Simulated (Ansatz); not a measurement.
## TeAs (Fm-3m): from the cell to its phonons

How does TeAs (Fm-3m) vibrate, and is this structure a minimum?

Main program and level: Ansatz 0.2.0; DFT PBEsol, scalar-relativistic, plane waves, PAW; PAW set soft_1.

Report form: the programs' logs are mostly left out.

### Step 1. The structure

It takes space group Fm-3m (No. 225, cubic). Conventional cell: a = 5.935 Å, b = 5.935 Å, c = 5.935 Å, α = 90.00°, β = 90.00°, γ = 90.00°. Te has 6 As at 2.97 Å nearest. Nearest to As lie 6 Te at 2.97 Å. Farther neighbours and most contacts between anions are not listed.

### Step 2. Relaxation

Harmonic phonons are second derivatives at a point where the forces vanish, and they are wanted at zero stress, so atoms and cell are relaxed first.

Contents of input.yaml:

```yaml
crystal:
  lattice:
    - [0.0, 2.967667, 2.967667]
    - [2.967667, 0.0, 2.967667]
    - [2.967667, 2.967667, 0.0]
  atoms:
    - { symbol: Te, position: [0.5, 0.5, 0.5] }
    - { symbol: As, position: [0.0, 0.0, 0.0] }
kpoints:
  mp_grid: { grid: [12, 12, 12] }
hamiltonian:
  xc: pbesol
  pseudopotentials: { kind: paw, azcp: { folder: soft_1 }, xc_functional: pbe }
scf:
  occupations: { method: gaussian, width: 0.1 }
output:
  forces: true
  stress: true
  eigenvalues: true
relax:
  adjacent_minimum: "off"
  f_tol: 0.005
  max_steps: 80
  cell: { stress_tol: 0.05 }
```

Started as:

```sh
> ansatz run input.yaml --threads 4 --pin off --max-ram 10240MiB --backend cpu --events-out ev --progress --plain --runs-dir out
```

It took 5 s on 4 threads of Arm Neoverse V2, shared host; peak memory 0.4 GiB.

The steps of the relaxation:

```
step  energy less that of the first step (eV)  largest force component (eV/Å)  pressure (GPa)  volume (Å³)
   1                                   0.0000                          0.0000           -2.90        52.27
   2                                  -0.0069                          0.0000            2.84        48.23
   3                                  -0.0217                          0.0000           -0.20        50.15
   4                                  -0.0218                          0.0000           -0.01        50.01
  5*                                  -0.0214                          0.0000           -0.01        50.01
```

Relaxation steps marked * repeat the geometry before them on a plane-wave basis chosen anew for their cell, so energy and pressure can jump there.

Forces are held to the 48 operations that the run works with; a distortion that breaks them can't arise in this run.

```
conventional cell, symmetrised  before  after  change
                         a (Å)   5.935  5.849  -1.5 %
                         b (Å)   5.935  5.849  -1.5 %
                         c (Å)   5.935  5.849  -1.5 %
              volume (Å³/atom)   26.14  25.01  -4.3 %
```

The relaxed structure:

```
Te As
1.0
     0.00000    2.92429    2.92429
     2.92429    0.00000    2.92429
     2.92429    2.92429    0.00000
Te As
1 1
Direct
  0.50000 0.50000 0.50000
  0.00000 0.00000 0.00000
```

Numbers from this step:

| Quantity | Value |
| --- | --- |
| pressure | -0.01436 GPa |
| volume per atom | 25.01 Å³ |
| gap on the k-mesh | 0 eV |

In this step the volume went from 26.14 to 25.01 Å³/atom.

### Step 3. Tight relaxation

Phonons need a cell at rest on their own settings, so the relaxation is repeated with tight tolerances on forces and stress on the k mesh and occupations of the first response run.

input.yaml, the sections that differ from step 2:

```yaml
crystal:
  lattice:
    - [0.0, 2.9242850794, 2.9242850794]
    - [2.9242850794, 0.0, 2.9242850794]
    - [2.9242850794, 2.9242850794, 0.0]
  atoms:
    - { symbol: Te, position: [0.5, 0.5, 0.5] }
    - { symbol: As, position: [0.0, 0.0, 0.0] }
scf:
  occupations: { method: methfessel_paxton, width: 0.2 }
relax:
  adjacent_minimum: "off"
  f_tol: 0.001
  max_steps: 60
  cell: { stress_tol: 0.01 }
# kpoints, hamiltonian, output: as in step 2
```

The job ended after 4 s (4 threads; peak memory 0.4 GiB; 14 s of CPU time).

Little changed from the start: no atom moved by 0.005 Å and no cell edge by 0.1 %.

Numbers from this step:

```yaml
pressure: -1.07e-4 GPa
volume_per_atom: 25.00 Å³
```

The forces vanish by symmetry and the pressure is 0.000 GPa, within the tolerances set. The cell now holds 25.00 Å³/atom.

### Step 4. Zone-centre response

The zone centre comes first: it holds the modes that light can see, as far as symmetry allows. No field response is asked, since the mesh shows no gap.

input.yaml, the sections that differ from step 3:

```yaml
crystal:
  lattice:
    - [0.0, 2.9238266088, 2.9238266088]
    - [2.9238266088, 0.0, 2.9238266088]
    - [2.9238266088, 2.9238266088, 0.0]
  atoms:
    - { symbol: Te, position: [0.5, 0.5, 0.5] }
    - { symbol: As, position: [0.0, 0.0, 0.0] }
output:
  eigenvalues: true
phonons:
  method: dfpt
# kpoints, hamiltonian, scf: as in step 3
# relax: removed
```

Run time: 11 s. Hardware: 4 threads; peak memory 0.73 GiB.

This step gave:

| Quantity | Value |
| --- | --- |
| sum-rule residual before enforcement | 2.37e-5 eV/Å² |
| point group | m-3m |
| highest optical mode at the zone centre (no LO-TO term) | 144.6 cm⁻¹ |
| lowest optical zone-centre mode | 144.6 cm⁻¹ |

Patterns of degenerate modes are one choice out of their space. The modes at Γ (shares of kinetic energy by element, %):

| mode | frequency (cm⁻¹) | symmetry | Te % | As % |
| --- | --- | --- | --- | --- |
| 1 | 0.0 | acoustic | 63 | 37 |
| 2 | 0.0 | acoustic | 63 | 37 |
| 3 | 0.0 | acoustic | 63 | 37 |
| 4 | 144.6 | T1u | 37 | 63 |
| 5 | 144.6 | T1u | 37 | 63 |
| 6 | 144.6 | T1u | 37 | 63 |

Displacements in mode 5 (144.6 cm⁻¹), the largest set to 1:
```
Te1  0.00 -0.02 -0.59
As2  0.00  0.03  1.00
```

Before it was imposed, the acoustic sum rule was missed by 2.4e-5 eV/Å². Small misses are needed for a sound result but don't prove that mesh and cutoff are converged. The lowest optical mode is real, 145 cm⁻¹.

### Step 5. The dispersion

Stability and thermal properties need the whole zone. Linear response on a 4×4×4 q mesh gives force constants as far as a supercell of that size would.

input.yaml, as its differences from that of step 4:

```diff
@@ -19 +19,8 @@
   method: dfpt
+  qmesh: [4, 4, 4]
+  temperatures: { t_max: 1000, t_step: 50 }
+  qpath:
+    path:
+      - [[0.0, 0.0, 0.0], [0.5, 0.0, 0.5], [0.625, 0.25, 0.625]]
+      - [[0.375, 0.375, 0.75], [0.0, 0.0, 0.0], [0.5, 0.5, 0.5], [0.5, 0.25, 0.75], [0.5, 0.0, 0.5]]
+    npoints: 10
```

Wall time 5.7 min (4 threads); peak memory 3.9 GiB; 22 min of CPU time.

Numbers from this step:

* sum-rule residual before enforcement: 2.53e-5 eV/Å²
* lowest frequency on the path: -15.85 cm⁻¹
* highest frequency on the path or at a solved wavevector: 159.7 cm⁻¹
* lowest mode on the q mesh (acoustic modes at Γ apart): 38.79 cm⁻¹

Frequencies (cm⁻¹) solved at each irreducible wavevector; negative means imaginary. Frequencies by wavevector, by row:

```
q in reciprocal lattice units  star  mode 1  mode 2  mode 3  mode 4  mode 5  mode 6
                        0 0 0     1       0       0       0   144.6   144.6   144.6
                     0 0 0.25     8      62      62    81.9    95.5    95.5   149.6
                     0 0 -0.5     4   102.6   102.6   121.5   121.5   132.4   159.7
                  0 0.25 0.25     6    38.8    38.8   105.1   127.1   127.1   136.4
                  0 0.25 -0.5    24    77.9    78.3    89.7    95.5   109.5     127
                 0 0.25 -0.25    12    55.8    95.8   109.3   118.5   121.5   147.3
                  0 -0.5 -0.5     3    50.5    50.5    75.4    86.8    86.8    95.4
              0.25 -0.5 -0.25     6    65.2    65.2    91.7    91.7   109.7   128.9
```

Interpolated from a 4×4×4 q mesh. The phonon branches at the labelled points (cm⁻¹):

```csv
point,branch 1,branch 2,branch 3,branch 4,branch 5,branch 6
Γ,0,0,0,145,145,145
halfway,39,39,105,127,127,136
X,50,50,75,87,87,95
halfway,59,65,72,85,92,93
U,65,77,92,93,93,110
jump to K,65,77,92,93,93,110
halfway,38,84,105,108,112,147
Γ,0,0,0,145,145,145
halfway,62,62,82,96,96,150
L,103,103,122,122,132,160
halfway,82,92,97,106,122,137
W,65,65,92,92,110,129
halfway,52,70,81,85,93,105
X,50,50,75,87,87,95
```

The phonon density of states has structure finer than the step of the table below, so its rows give means over 10 cm⁻¹, whole bins alone (the curve runs from -15 to 161 cm⁻¹). Peaks (cm⁻¹: height): 101.0: 0.111, 145.0: 0.0430.

Tetrahedra on a 20×20×20 mesh, mean over bins of 2 cm-1. Interpolated from a 4×4×4 q mesh. Table of phonon density of states by wavenumber; means over each step:

| wavenumber (cm⁻¹) | phonon density of states (1/cm⁻¹/cell) |
| --- | --- |
| -10 | 7.0e-4 |
| 0 | 0.00112 |
| 10 | 0.00168 |
| 20 | 0.00292 |
| 30 | 0.00511 |
| 40 | 0.0129 |
| 50 | 0.0251 |
| 60 | 0.0324 |
| 70 | 0.0416 |
| 80 | 0.0447 |
| 90 | 0.0807 |
| 100 | 0.107 |
| 110 | 0.0933 |
| 120 | 0.0605 |
| 130 | 0.0310 |
| 140 | 0.0289 |
| 150 | 0.0282 |

The partial phonon density of states has structure finer than the step of the table below, so its rows give means over 10 cm⁻¹, whole bins alone (the curve runs from -24.1 to 174 cm⁻¹). Peaks (cm⁻¹: height): As 103.1: 0.0671, 145.5: 0.0324; Te 95.6: 0.0516.

Phonopy on the run's constants, 17x17x17 mesh, Gaussian sigma 2.0 cm-1. Interpolated from a 4×4×4 q mesh. Table of partial phonon density of states by wavenumber; means over each step; values in 1/cm⁻¹/cell:

```csv
wavenumber (cm⁻¹),As,Te
-10,5.0e-4,8.4e-4
0,2.6e-4,4.4e-4
10,4.5e-4,7.6e-4
20,0.00132,0.00231
30,0.00170,0.00305
40,0.00466,0.00893
50,0.00773,0.0177
60,0.00825,0.0236
70,0.00774,0.0329
80,0.0104,0.0348
90,0.0352,0.0455
100,0.0607,0.0452
110,0.0584,0.0331
120,0.0325,0.0293
130,0.0216,0.0105
140,0.0233,0.00529
150,0.0224,0.00552
160,0.00269,3.1e-4
```

Second derivatives of the energy by pair, one row for each kind of neighbour of each atom listed. Each entry sums the pair over the periodic images of the supercell that the q mesh stands for, and in a polar crystal it holds the long-range dipole part too. Force constants by pair, by row:

| atom | neighbour | distance (Å) | third of the trace (eV/Å²) | along the pair's line (eV/Å²) |
| --- | --- | --- | --- | --- |
| Te1 | itself | 0 | 4.04 | – |
| Te1 | As | 2.924 | -0.4107 | -0.6202 |
| Te1 | Te | 4.135 | 0.025 | -0.3666 |
| Te1 | As | 5.064 | -0.0527 | -0.0123 |
| Te1 | Te | 5.848 | -0.2986 | -0.831 |
| Te1 | As | 6.538 | -0.0055 | 0.0337 |
| Te1 | Te | 7.162 | 0.0061 | -0.0053 |
| As2 | itself | 0 | 3.327 | – |
| As2 | Te | 2.924 | -0.4107 | -0.6202 |
| As2 | As | 4.135 | 0.0427 | -0.2587 |
| As2 | Te | 5.064 | -0.0527 | -0.0123 |
| As2 | As | 5.848 | -0.2091 | -0.5574 |
| As2 | Te | 6.538 | -0.0055 | 0.0337 |
| As2 | As | 7.162 | 0.0047 | -0.0141 |

Symmetry leaves 8 wavevectors to solve. The lowest mode among them, the acoustic zeros apart, lies at q = (0, 0.25, 0.25) and is real, 38.8 cm⁻¹. Between them the interpolated path dips to 16i cm⁻¹.

### Step 6. Isotope substitution

An isotope changes the mass and not the force constants, so no new electronic calculation is needed; the shifts show which modes move this element.

The same force constants with the mass of Te changed from 127.600 to 129.906 u (phonopy, no LO-TO term). Both lists are sorted by frequency; levels can cross, so a row need not hold one and the same mode. Modes under 3 cm⁻¹ are left out. Isotope shifts, by row:

```
          q  rank  natural mass (cm⁻¹)  changed mass (cm⁻¹)
      0 0 0     4                144.6                144.2
      0 0 0     5                144.6                144.2
      0 0 0     6                144.6                144.2
   0 0 0.25     1                   62                61.61
   0 0 0.25     2                   62                61.61
   0 0 0.25     3                81.87                 81.4
   0 0 0.25     4                 95.5                95.26
   0 0 0.25     5                 95.5                95.26
   0 0 0.25     6                149.6                149.2
   0 0 -0.5     1                102.6                101.7
   0 0 -0.5     2                102.6                101.7
   0 0 -0.5     3                121.5                121.5
   0 0 -0.5     4                121.5                121.5
   0 0 -0.5     5                132.4                131.2
   0 0 -0.5     6                159.7                159.7
0 0.25 0.25     1                38.79                38.55
0 0.25 0.25     2                38.79                38.55
0 0.25 0.25     3                105.1                104.3
0 0.25 0.25     4                127.1                126.7
0 0.25 0.25     5                127.1                126.7
0 0.25 0.25     6                136.4                136.2
```

A mode of this element alone would shift by -0.89 %. The highest zone-centre frequency without the field goes from 144.6 to 144.2 cm⁻¹ (-0.3 %). The product of the frequency ratios over all optical modes at Γ is 0.990; the product rule, (m/m′)^(3k/2) (M′/M)^(3/2) with k = 1 such atoms and M the mass of the cell, gives 0.990.

### Step 7. Results

| Property | Result |
| --- | --- |
| space group after relaxation (within 0.01 Å) | Fm-3m |
| volume per atom | 25.0 Å³ |
| electronic character | no gap on this mesh |
| highest optical mode at the zone centre (no LO-TO term) | 145 cm⁻¹ |
| lowest optical zone-centre mode | 145 cm⁻¹ |
| lowest mode on the q mesh (acoustic modes at Γ apart) | 38.8 cm⁻¹ |
| highest frequency on the path or at a solved wavevector | 160 cm⁻¹ |
| imaginary modes on the 4×4×4 q mesh | none |

In words: No mode is imaginary at the 8 irreducible wavevectors solved, but between them the interpolated path dips to 15.8i cm⁻¹, so stability is not settled. The optical modes at Γ form one degenerate level at 145 cm⁻¹. The interpolated path dips to 16i cm⁻¹ between the solved wavevectors, which may come from the interpolation; a denser q mesh would tell. With no gap, or one that is small against the smearing, the frequencies hang on the k mesh and the smearing, most of all near Kohn anomalies. The phonon runs are without spin polarisation, although the cell has an odd electron count. Spin-orbit coupling is left out, which can matter for the heavy elements here. The PAW files were made for PBE and serve the other functionals too. A phonon run warned that its eigensolver left some bands unconverged in a pass. These are harmonic frequencies at zero temperature: anharmonic shifts, linewidths and thermal expansion are left out.

[Logs are printed without paths, hosts, clocks, repeated set-up lines and the standing remarks that a program may print on its own settings, such as how far it seeks lower states.]

[Hosts, paths, dates, database ids (printed as entryN), source tags and the programs' standing remarks are cut or masked in the printed files.]
